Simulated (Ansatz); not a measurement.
In doubt: masses and optical values from hybrid runs of this build are listed as unsure, which bears on the screening that GW takes from such a start.

Rows from a G0W0 calculation on CsPbCl3 (Pm-3m) (Ansatz 0.2.0; G0W0 on HSE06, plane waves, PAW; PAW set soft_1; 4×4×4 mesh, 399 empty bands, screening to 100 eV, PAW set soft_1 files), in eV. Spin-orbit coupling is left out.

```
row                         k  band  start       Σx  Σc at the solution      Vxc
  A  (-0.500, -0.500, -0.500)    c1  6.354   -7.652              -3.112  -11.232
  B  (-0.500, -0.500, -0.500)    v1  3.744  -20.343               0.853  -19.090
  C  (-0.500, -0.500, -0.500)    v2  0.970  -20.895               2.738  -17.502
```

Work out each quasiparticle level and how far it moved.

The quasiparticle equation reads E = start + Σx + Σc(E) − Vxc.

```
row  E (eV)  shift (eV)
  A   6.822      +0.468
  B   3.345      −0.400
  C   0.316      −0.654
```

The gap over the computed points goes from 2.61 eV to 3.48 eV.

Limits: not at the basis limit; no spin-orbit coupling.

[Paths, hosts, dates, memory and timing lines, banners, echoed tables and standing remarks are left out of the program output.]

[Logs are printed without paths, hosts, clocks, repeated set-up lines and the standing remarks that a program may print on its own settings, such as how far it seeks lower states.]

[Runs of the session that timed out or met a known fault of the program may be left out.]

[Cells called generated may have been cut or substituted from an entry of the Crystallography Open Database or the Materials Project.]

[Hosts, paths, dates, database ids (printed as entryN), source tags and the programs' standing remarks are cut or masked in the printed files.]
